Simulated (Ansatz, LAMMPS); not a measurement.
# Glassy 67SiO2-8Al2O3-4FeO-8MgO-4CaO-4Na2O-4TiO2 (mol %) (72 atoms): a short ab initio trajectory, part 2 of 2

Wanted: a short trajectory of glassy 67SiO2-8Al2O3-4FeO-8MgO-4CaO-4Na2O-4TiO2 (mol %) (72 atoms) with its pair distributions.

Ansatz 0.2.0; Kohn-Sham DFT, PBE, PAW (set soft_2), plane waves.

The cell: 16 Si, 4 Al, 1 Fe, 2 Mg, 1 Ca, 2 Na, 1 Ti and 45 O. The quench rate of 20 K/ps far exceeds what a furnace or splat quench reaches. The network of bonds at the start is that of the classical potential that made the cell. Without a Hubbard term or exact exchange, open shells on Fe are likely too delocalised. The Brillouin zone is sampled at Γ only, in a cell whose shortest periodic width is 10 Å.

So far, density (g/cm³): step 4 (distances and neighbours late in the run) 2.70.

**5. Single point at the last frame**

The last frame is solved once more, with the analyses that the dynamics left out.

Input file input.yaml:

```yaml
crystal:
  lattice:
    - [9.77345, 0.0, 0.0]
    - [0.0, 9.77345, 0.0]
    - [0.0, 0.0, 9.77345]
  atoms:
    - { symbol: Si, position: [0.10574, 0.32638, 0.24996] }
    - { symbol: Si, position: [0.82312, 0.59625, 0.52048] }
    - { symbol: Si, position: [0.49319, 0.96775, 0.69118] }
    - { symbol: Si, position: [0.79799, 0.01018, 0.38575] }
    [... 62 atom lines left out ...]
    - { symbol: O, position: [0.17838, 0.00825, 0.18754] }
    - { symbol: O, position: [0.72078, 0.70211, 0.60624] }
    - { symbol: O, position: [0.55812, 0.59907, 0.79932] }
    - { symbol: O, position: [0.39267, 0.84685, 0.25224] }
    - { symbol: O, position: [0.29796, 0.82283, 0.00531] }
    - { symbol: O, position: [0.79612, 0.15288, 0.07912] }
magnetization:
  spin_polarized: true
kpoints:
  mp_grid: { grid: [1, 1, 1] }
hamiltonian:
  xc: pbe
scf:
  occupations: { method: gaussian, width: 0.025 }
  lower_state_search: "off"
output:
  forces: true
  stress: true
  populations: true
  dos:
    method: { smearing: { sigma: 0.15 } }
    de: 0.1
    projected: { site_lists: { Al: [Al], Ca: [Ca], Fe: [Fe], Mg: [Mg], Na: [Na] } }
  eigenvalues: true
  write_density: true
  write_potential: true
  volumetric_format: npy
  elf: true
```

On the command line:

```
> ansatz run input.yaml --threads 4 --pin off --max-ram 8192MiB --backend cpu --events-out ev --progress --plain --runs-dir out
```

The job ended after 29 s (4 threads of Arm Neoverse V2, shared host; peak memory 1.9 GiB).

Numbers from this run:

* free energy: -53548.3329 eV
* free energy per atom: -743.7268 eV/atom
* SCF cycles: 21
* pressure: 2.166 GPa
* r.m.s. force component: 1.025 eV/Å
* longest force: 4.256 eV/Å
* Fermi energy: 6.185 eV
* gap (highest filled to lowest empty level): 0.8231 eV
* total moment: 4 μB
* absolute moment: 4.126 μB
* spilling of the projection: 0.01102

Neighbours are counted within 2.16 Å (O-Si), 2.33 Å (O-Al), 2.62 Å (O-Mg), 2.83 Å (O-Na), 2.83 Å (O-Ca), 2.33 Å (O-Fe), 2.64 Å (O-Ti), the cutoffs taken from the dynamics.

Length of the force by element and coordination:

```
element  coordination  atoms  mean length of the force (eV/Å)  spread  least   most
     Al           all      4                             1.30   0.962  0.358   2.91
     Ca           all      1                            0.881       0  0.881  0.881
     Fe           all      1                             1.34       0   1.34   1.34
     Mg           all      2                             1.01   0.442  0.568   1.45
     Mg             4      1                            0.568       0  0.568  0.568
     Mg             5      1                             1.45       0   1.45   1.45
     Na           all      2                            0.435   0.282  0.153  0.718
     Na             4      1                            0.153       0  0.153  0.153
     Na             5      1                            0.718       0  0.718  0.718
      O           all     45                             1.39   0.813  0.170   4.26
      O             2     24                             1.31   0.612  0.170   2.55
      O             3     20                             1.49    1.01  0.376   4.26
      O             4      1                             1.44       0   1.44   1.44
     Si           all     16                             2.17   0.806  0.447   3.68
     Si             4     15                             2.23   0.794  0.447   3.68
     Si             5      1                             1.24       0   1.24   1.24
     Ti           all      1                             2.82       0   2.82   2.82
```

Löwdin charges by element and coordination (they lack the spilled electrons, 0.065 e an atom on average):

```
element  coordination  atoms  mean charge (e)  spread   least    most
     Al           all      4             1.29  0.0361    1.26    1.34
     Ca           all      1             1.81       0    1.81    1.81
     Fe           all      1             1.19       0    1.19    1.19
     Mg           all      2             1.68  0.0104    1.67    1.69
     Mg             4      1             1.67       0    1.67    1.67
     Mg             5      1             1.69       0    1.69    1.69
     Na           all      2             0.83  0.0213   0.809   0.851
     Na             4      1            0.809       0   0.809   0.809
     Na             5      1            0.851       0   0.851   0.851
      O           all     45           -0.827  0.0701   -1.03  -0.686
      O             2     24           -0.787  0.0295  -0.839  -0.707
      O             3     20           -0.874  0.0762   -1.03  -0.686
      O             4      1           -0.858       0  -0.858  -0.858
     Si           all     16             1.70   0.051    1.61    1.77
     Si             4     15             1.71  0.0492    1.61    1.77
     Si             5      1             1.63       0    1.63    1.63
     Ti           all      1             1.42       0    1.42    1.42
```

Magnetic moments by element and coordination:

```
element  coordination  atoms  mean moment (μB)  spread    least     most
     Al           all      4            5.0e-4  9.0e-4  -1.0e-4   0.0021
     Ca           all      1                 0       0        0        0
     Fe           all      1              3.17       0     3.17     3.17
     Mg           all      2            6.0e-4  6.0e-4        0   0.0012
     Mg             4      1            0.0012       0   0.0012   0.0012
     Mg             5      1                 0       0        0        0
     Na           all      2           -6.0e-4  5.0e-4  -0.0011  -1.0e-4
     Na             4      1           -0.0011       0  -0.0011  -0.0011
     Na             5      1           -1.0e-4       0  -1.0e-4  -1.0e-4
      O           all     45            0.0059  0.0197  -5.0e-4    0.110
      O             2     24            5.0e-4  9.0e-4  -5.0e-4   0.0033
      O             3     20            0.0127  0.0281  -2.0e-4    0.110
      O             4      1            1.0e-4       0   1.0e-4   1.0e-4
     Si           all     16            3.0e-4  6.0e-4        0    0.002
     Si             4     15            3.0e-4  6.0e-4        0    0.002
     Si             5      1            1.0e-4       0   1.0e-4   1.0e-4
     Ti           all      1           -0.0031       0  -0.0031  -0.0031
```

Density of states as counts of states in windows of 1 eV (from the Fermi level), total and the larger projections:

```
from (eV)  to (eV)  total up  total down
      -18      -13       0.0         0.0
      -13      -12       0.1         0.1
      -12      -11       2.7         2.7
      -11      -10       4.4         4.4
      -10       -9       6.3         6.3
       -9       -8       9.8         9.7
       -8       -7      13.4        13.2
       -7       -6      17.7        17.4
       -6       -5      22.9        22.3
       -5       -4      27.2        27.0
       -4       -3      24.5        24.9
       -3       -2       9.9         7.0
       -2       -1       1.2         0.0
       -1        0       0.0         1.0
        0        1       2.2         4.7
        1        2       2.8         4.3
        2        3       1.0         0.8
        3        4       7.4         7.5
        4        5      10.0         9.5
```

Between -26 and -18 eV lie 108 more states.

The stored curve holds about 384 of the 422 electrons; the rest, give or take the few that broadening carries across the Fermi level, lie in deeper levels below its range.

Not all projections were asked for or kept, so they needn't add up to the total.

The levels nearest the highest filled one (over half full), pooled over k-points and spins:

```
level less the highest filled one (eV)  occupation
                                 -2.21           1
                                 -2.20           1
                                 -1.76           1
                                 -1.74           1
                                 -1.12           1
                                     0           1
                                 0.823           0
                                 0.835           0
                                 0.864           0
                                  1.15           0
                                  1.17           0
                                  1.17           0
```

Mean Löwdin charges: Al +1.29, Ca +1.81, Fe +1.19, Mg +1.68, Na +0.83, O -0.83 e (they miss 1.1 % of the electrons, so they add up to more than the cell's charge). The cell holds a total moment of 4 μB.

**6. Outcome**

```json
{
 "mean temperature, second half": "588.6 K",
 "temperature swing, second half": "21.8 K",
 "mean pressure, second half": "2.085 GPa",
 "slope of the conserved energy against time, by least squares": "-0.0889 meV/atom/ps",
 "free energy per atom": "-743.7268 eV/atom",
 "pressure": "2.166 GPa",
 "r.m.s. force component": "1.025 eV/Å",
 "gap (highest filled to lowest empty level)": "0.8231 eV",
 "wall time of the 3 DFT runs": "26 min"
}
```

Over the second half of 110 fs the temperature averages 589 K, falling from about 601 to 561 K (means over the first and last quarter of that half). The conserved energy stays within 0.06 meV/atom. The count of bonds goes from 114 in the first frame to 112 in the last, by one set of cutoffs: 5 pairs passed out of them and 3 came within. The run spans 0.11 ps, too short for its means to be equilibrium values. With the cutoffs above, all Al atoms have 4, all Ca atoms have 5, all Fe atoms have 3 and 50 % of Mg atoms have 4 and as many 5 bonded neighbours. Counting bonds to Si and Al alone, not to Fe and Ti, 80 % of the oxygens join two of these atoms and 20 % one. Between filled and empty levels lie 0.823 eV (at Γ alone); a semilocal functional tends to put such gaps too low. In a disordered cell it changes from sample to sample, and tail or defect levels can set it.

The cell holds a total moment of 4 μB.

What to keep in mind: In the spin-polarised runs the search for a state of lower energy was switched off. The starting topology of bonds comes from the classical model; in DFT 5 of its 114 bonded pairs passed out of the cutoffs and 3 came within them. The run was spin polarised, started with a moment on one atom, ending at 4.0 μB in the cell; that starting order needn't be the real material's, and it bears on forces, charges and levels. With open d shells in the cell, the gap can be one between d levels of these ions, not the gap of the host. The pressure of 2.2 GPa is that of one thermal frame at a volume set beforehand, without the kinetic term.

[Logs are printed without paths, hosts, clocks, repeated set-up lines and the standing remarks that a program may print on its own settings, such as how far it seeks lower states.]

[Hosts, paths, dates, database ids (printed as entryN), source tags and the programs' standing remarks are cut or masked in the printed files.]
